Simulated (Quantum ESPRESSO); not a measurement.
## MnSi: which magnetic order is lowest

Aim: find out which collinear order of MnSi costs least.

Program: Quantum ESPRESSO 7.5. Level of theory: PBEsol; plane waves with GBRV 1.5 PBEsol potentials, no spin-orbit coupling. Results are calculated unless marked as measured.

Report form: the programs' logs are mostly left out.

The database entry behind the starting cell differs from later determinations by our own check (0.1 to 0.3 % short, probably kX units), so it need not match the best structure at ambient conditions.

### Step 1. The structure

Symmetry: P2_13, No. 198, cubic system. Conventional cell: a = 4.548 Å, b = 4.548 Å, c = 4.548 Å, α = 90.00°, β = 90.00°, γ = 90.00°. Nearest to Mn lie 7 Si at 2.30 to 2.53 Å. Nearest to Si lie 7 Mn at 2.30 to 2.53 Å. Farther neighbours are not listed.

As a file:

```cif
data_structure
_symmetry_space_group_name_H-M 'P 1'
_symmetry_Int_Tables_number 1
_cell_length_a 4.5480
_cell_length_b 4.5480
_cell_length_c 4.5480
_cell_angle_alpha 90.000
_cell_angle_beta 90.000
_cell_angle_gamma 90.000
_cell_volume 94.07
loop_
_atom_site_label
_atom_site_type_symbol
_atom_site_fract_x
_atom_site_fract_y
_atom_site_fract_z
_atom_site_occupancy
Mn1 Mn 0.13800 0.13800 0.13800 1
Mn2 Mn 0.36200 0.86200 0.63800 1
Mn3 Mn 0.63800 0.36200 0.86200 1
Mn4 Mn 0.86200 0.63800 0.36200 1
Si5 Si 0.84600 0.84600 0.84600 1
Si6 Si 0.65400 0.15400 0.34600 1
Si7 Si 0.34600 0.65400 0.15400 1
Si8 Si 0.15400 0.34600 0.65400 1
```

The cell comes from the Crystallography Open Database.

### Step 2. Start 1: ferro ++++

The signs are those of the starting moments on the seeded atoms, the atoms that are given a moment.

Contents of pw.in:

```
&CONTROL
  calculation = 'scf'
  prefix = 'pwscf'
  outdir = './tmp'
  pseudo_dir = './pseudo'
  disk_io = 'nowf'
/
&SYSTEM
  ibrav = 0
  celldm(1) = 8
  nat = 8
  ntyp = 2
  ecutwfc = 40
  ecutrho = 280
  nbnd = 57
  occupations = 'smearing'
  smearing = 'fd'
  degauss = 0.00734986
  nspin = 2
  starting_magnetization(1) = 0.2333
  starting_magnetization(2) = 0
/
&ELECTRONS
  conv_thr = 1.6d-08
  electron_maxstep = 150
  mixing_beta = 0.3
/
ATOMIC_SPECIES
Mn     54.9380 mn_pbesol_v1.5.uspp.F.UPF
Si     28.0850 si_pbesol_v1.uspp.F.UPF
CELL_PARAMETERS alat
   1.0743093018498    0.0000000000000    0.0000000000000
   0.0000000000000    1.0743093018498    0.0000000000000
   0.0000000000000    0.0000000000000    1.0743093018498
ATOMIC_POSITIONS crystal
Mn      0.1380000000    0.1380000000    0.1380000000
Mn      0.3620000000    0.8620000000    0.6380000000
Mn      0.6380000000    0.3620000000    0.8620000000
Mn      0.8620000000    0.6380000000    0.3620000000
Si      0.8460000000    0.8460000000    0.8460000000
Si      0.6540000000    0.1540000000    0.3460000000
Si      0.3460000000    0.6540000000    0.1540000000
Si      0.1540000000    0.3460000000    0.6540000000
K_POINTS automatic
6 6 6 0 0 0
```

The run is started by

```bash
$ OMP_NUM_THREADS=1 mpirun -n 4 pw.x -nk 4 -in pw.in > pw.out
```

The job ended after 82 s (4 MPI ranks of Arm Neoverse V1, shared host; peak memory 0.58 GiB; 5.4 min of CPU time).

Spin moment in the atom's sphere by atom:

```csv
atom,spin moment in the atom's sphere (μB)
Mn1,0.978
Mn2,0.978
Mn3,0.978
Mn4,0.978
Si5,-0.041
Si6,-0.041
Si7,-0.041
Si8,-0.041
```

Numbers from this step:

```
smearing term TS       : 0.2016 eV
magnetization          : 3.84 μB
absolute magnetization : 4.473 μB
final state            : ferromagnetic
```

Spin density in the ac plane at fractional y = 0.138, with atoms of Mn and Si within 0.2 Å of it.

Ten even steps from '_' (0.0 e/Å³) to '@' (1.5 e/Å³), each cell a mean:
```
____________________________
____________________________
____________________________
____________________________
____________________________
____________________________
____________________________
____________________________
____________________________
__....______________________
..++++..____________________
--@@@@++..__________________
::++@@++..__________________
__..--..____________________
```
Columns run along a (4.5 Å), rows up along c (4.5 Å). Atoms in or near the plane, at fractional coordinates: Mn at (0.14, 0.14), Si at (0.65, 0.35).

Valence density in the ac plane at fractional y = 0.138, with atoms of Mn and Si within 0.2 Å of it. It is the smooth field of the valence electrons, not physical close to the nuclei.

Ten steps, logarithmic in the rise over the least value, from '0' (0 e/Å³) to '9' (16 e/Å³), each cell a mean:
```
22321001111111
11111001121111
11111111121111
11121111111100
11122111111000
01121111111000
01111112211100
01111112000110
11211111140111
34532111030121
58973111101222
79995211111113
79984111111112
47752100111112
```
Columns run along a (4.5 Å), rows up along c (4.5 Å). Atoms in or near the plane, at fractional coordinates: Mn at (0.14, 0.14), Si at (0.65, 0.35).

### Step 3. Run 2, typed as antiferro ++−−

Contents of pw.in:

```
&CONTROL
  calculation = 'scf'
  prefix = 'pwscf'
  outdir = './tmp'
  pseudo_dir = './pseudo'
  disk_io = 'nowf'
/
&SYSTEM
  ibrav = 0
  celldm(1) = 8
  nat = 8
  ntyp = 3
  ecutwfc = 40
  ecutrho = 280
  nbnd = 50
  occupations = 'smearing'
  smearing = 'fd'
  degauss = 0.00734986
  nspin = 2
  starting_magnetization(1) = 0.2333
  starting_magnetization(2) = -0.2333
  starting_magnetization(3) = 0
/
&ELECTRONS
  conv_thr = 1.6d-08
  electron_maxstep = 150
  mixing_beta = 0.3
/
ATOMIC_SPECIES
Mn1    54.9380 mn_pbesol_v1.5.uspp.F.UPF
Mn2    54.9380 mn_pbesol_v1.5.uspp.F.UPF
Si     28.0850 si_pbesol_v1.uspp.F.UPF
CELL_PARAMETERS alat
   1.0743093018498    0.0000000000000    0.0000000000000
   0.0000000000000    1.0743093018498    0.0000000000000
   0.0000000000000    0.0000000000000    1.0743093018498
ATOMIC_POSITIONS crystal
Mn1     0.1380000000    0.1380000000    0.1380000000
Mn1     0.3620000000    0.8620000000    0.6380000000
Mn2     0.6380000000    0.3620000000    0.8620000000
Mn2     0.8620000000    0.6380000000    0.3620000000
Si      0.8460000000    0.8460000000    0.8460000000
Si      0.6540000000    0.1540000000    0.3460000000
Si      0.3460000000    0.6540000000    0.1540000000
Si      0.1540000000    0.3460000000    0.6540000000
K_POINTS automatic
6 6 6 0 0 0
```

It took 5.5 min on 4 MPI ranks; peak memory 0.81 GiB.

Spin moment in the atom's sphere by atom:

```csv
atom,spin moment in the atom's sphere (μB)
Mn1,0.380
Mn2,0.380
Mn3,-0.379
Mn4,-0.379
Si5,0.001
Si6,0.001
Si7,-0.001
Si8,-0.001
```

This step gave:

```
smearing term TS       : 0.3015 eV
magnetization          : 0 μB
absolute magnetization : 1.717 μB
final state            : antiferromagnetic
```

Spin density in the ac plane at fractional y = 0.138, with atoms of Mn and Si within 0.2 Å of it.

Ten even steps from '_' (-0.01 e/Å³) to '@' (0.59 e/Å³), each cell a mean:
```
____________________________
____________________________
____________________________
____________________________
____________________________
____________________________
____________________________
____________________________
____________________________
__....______________________
..==**::____________________
::##@@==..__________________
..**@@--____________________
__::==..____________________
```
Columns run along a (4.5 Å), rows up along c (4.5 Å). Atoms in or near the plane, at fractional coordinates: Mn at (0.14, 0.14), Si at (0.65, 0.35).

Valence density in the ac plane at fractional y = 0.138, with atoms of Mn and Si within 0.2 Å of it. It is the smooth field of the valence electrons, not physical close to the nuclei.

Ten steps, logarithmic in the rise over the least value, from '0' (0 e/Å³) to '9' (16 e/Å³), each cell a mean:
```
22321000111111
11111001121111
11111111111111
11121111111100
11122111111000
01121111111000
01111112211100
01111112000110
11211111140111
34532111130121
58973111101222
79995211111113
79984111111112
47752100111112
```
Columns run along a (4.5 Å), rows up along c (4.5 Å). Atoms in or near the plane, at fractional coordinates: Mn at (0.14, 0.14), Si at (0.65, 0.35).

### Step 4. Run 3 (ferri +++−)

pw.in: that of step 3 with these lines changed.

```diff
@@ -14,3 +14,3 @@
   ecutrho = 280
-  nbnd = 50
+  nbnd = 54
   occupations = 'smearing'
@@ -39,3 +39,3 @@
 Mn1     0.3620000000    0.8620000000    0.6380000000
-Mn2     0.6380000000    0.3620000000    0.8620000000
+Mn1     0.6380000000    0.3620000000    0.8620000000
 Mn2     0.8620000000    0.6380000000    0.3620000000
```

The job ended after 2.6 min (4 MPI ranks; peak memory 0.67 GiB).

Spin moment in the atom's sphere by atom:

```csv
atom,spin moment in the atom's sphere (μB)
Mn1,0.978
Mn2,0.978
Mn3,0.978
Mn4,0.979
Si5,-0.041
Si6,-0.041
Si7,-0.041
Si8,-0.041
```

This step gave:

| Quantity | Value |
| --- | --- |
| smearing term TS | 0.2016 eV |
| magnetization | 3.841 μB |
| absolute magnetization | 4.475 μB |
| final state | ferromagnetic |

The typed signs were not kept.

### Step 5. The states side by side

An order is kept where moments of 0.15 μB or more survive with the typed signs; meshes match where a doubled cell samples the same k points as the first cell.

Orders:

```csv
start,final state,typed order kept,energy over the lowest (meV a seeded atom),largest site moment (μB),net moment (μB a cell of the first run),mesh matched,CPU time (s)
ferro ++++,ferromagnetic,yes,0,0.9781,3.84,yes,326.3
antiferro ++--,antiferromagnetic,yes,36.28,0.3796,0.001263,yes,1327
ferri +++-,ferromagnetic,no,0,0.9787,3.841,yes,623.1
```

### Step 6. The lowest state again, with its states saved

pw.in: that of step 4 with these lines changed.

```diff
@@ -5,3 +5,3 @@
   pseudo_dir = './pseudo'
-  disk_io = 'nowf'
+  disk_io = 'low'
 /
@@ -14,3 +14,3 @@
   ecutrho = 280
-  nbnd = 54
+  nbnd = 58
   occupations = 'smearing'
```

The job ended after 2.8 min (4 MPI ranks; peak memory 0.68 GiB; 11 min of CPU time).

Numbers from this step:

```
smearing term TS       : 0.2016 eV
magnetization          : 3.841 μB
absolute magnetization : 4.474 μB
final state            : ferromagnetic
largest moment         : 0.9784 μB
```

The typed signs were not kept.

### Step 7. Projections on atomic orbitals

projwfc.x projects the saved states on orthogonalised atomic orbitals of the pseudopotential files.

Run time: 4 s. Hardware: 4 MPI ranks; peak memory 0.29 GiB; 18 s of CPU time.

```csv
atom,moment in the sphere (μB),Löwdin moment (μB),Löwdin charge (e)
Mn1,0.978,1.071,15.796
Mn2,0.978,1.071,15.796
Mn3,0.978,1.071,15.796
Mn4,0.978,1.070,15.796
Si5,-0.041,-0.107,3.110
Si6,-0.041,-0.107,3.110
Si7,-0.041,-0.107,3.110
Si8,-0.041,-0.107,3.110
```

### Step 8. Results

```json
{
  "lowest state found": "ferromagnetic (from ferro ++++ and ferri +++-)",
  "largest site moment": "0.978 μB",
  "next state with moments": "antiferromagnetic, 36.3 meV a seeded atom higher"
}
```

What this shows: The smearing terms TS of the orders run from 50 to 75 meV a seeded atom, so the differences would change at a smaller width: an order with a larger TS is lowered more by the smearing. 1 start left the typed signs, so such an energy belongs to the state reached, not the one typed. The largest moment reads 0.98 μB in the sphere and 1.07 μB by Löwdin projection; a site moment hangs on how space is shared out. This is the lowest of 3 collinear or spinless starts, no proof of the ground state. Energies are free energies at an electronic temperature of 1160 K, which lowers moments and differences where the moments are itinerant.

[Logs and program files are shortened in this print: banners, set-up blocks, solver, clock and traceback lines can be left out without a mark of their own.]

[Logs are printed without paths, hosts, clocks, repeated set-up lines and the standing remarks that a program may print on its own settings, such as how far it seeks lower states.]

[Hosts, paths, dates, database ids (printed as entryN), source tags and the programs' standing remarks are cut or masked in the printed files.]

[Where a cell is said to come from a database of computed structures, the database is the Materials Project.]
